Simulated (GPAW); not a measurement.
Computed results, one entry a study.

**A GW chain in GPAW: PbO (honeycomb monolayer)**

The cell holds 2 atoms: 1 Pb and 1 O. Cell: a = 3.440 Å, b = 3.440 Å, c = 11.400 Å, α = 90.0°, β = 90.0°, γ = 120.0°. Vacuum lies along c.

```
Pb O
1.0
     3.44046    0.00000    0.00000
    -1.72023    2.97952    0.00000
     0.00000    0.00000   11.40000
Pb O
1 1
Cartesian
  0.0000 1.9863 5.2048
  1.7202 0.9932 6.1955
```

```yaml
method: DFT, LDA, plane waves, PAW (and 1 further level or step)
program: GPAW 26.7.0
settings_of_one_run: cutoff 700 eV, GPAW PAW setups 1.2.1 data release, 9×9×1 k-mesh
cost: 4 runs, 3.5 min in all on 4 MPI ranks of Arm Neoverse V2, shared host (the runs of this entry)
notes: Values taken over the cell’s volume include its vacuum. The start is a generated structure, not a measured one. Limits: no spin-orbit coupling. Bands and cutoff are finite, so the gap is not at the basis limit. The miss can reach some tenths of an eV and take either sign; the mesh is an error of its own.
lda_gap: 2.03 eV, indirect
g0w0_gap_on_the_mesh: 3.49 eV
gw_settings: 9×9×1 mesh, 88 bands, screening to 48 eV, full frequency, Hilbert transform
known_limits: not at the basis limit; no spin-orbit coupling
```

G0W0 moves the gap on the mesh from 2.03 eV to 3.49 eV (+1.46 eV), with Z of 0.75 and 0.81 at the edges. Only 2 of the mesh's irreducible points were corrected, so a valley elsewhere could overtake.

[Paths, hosts, dates, memory and timing lines, banners, echoed tables and standing remarks are left out of the program output.]

[Logs are printed without paths, hosts, clocks, repeated set-up lines and the standing remarks that a program may print on its own settings, such as how far it seeks lower states.]

[Runs of the session that timed out or met a known fault of the program may be left out.]

[Hosts, paths, dates, database ids (printed as entryN), source tags and the programs' standing remarks are cut or masked in the printed files.]
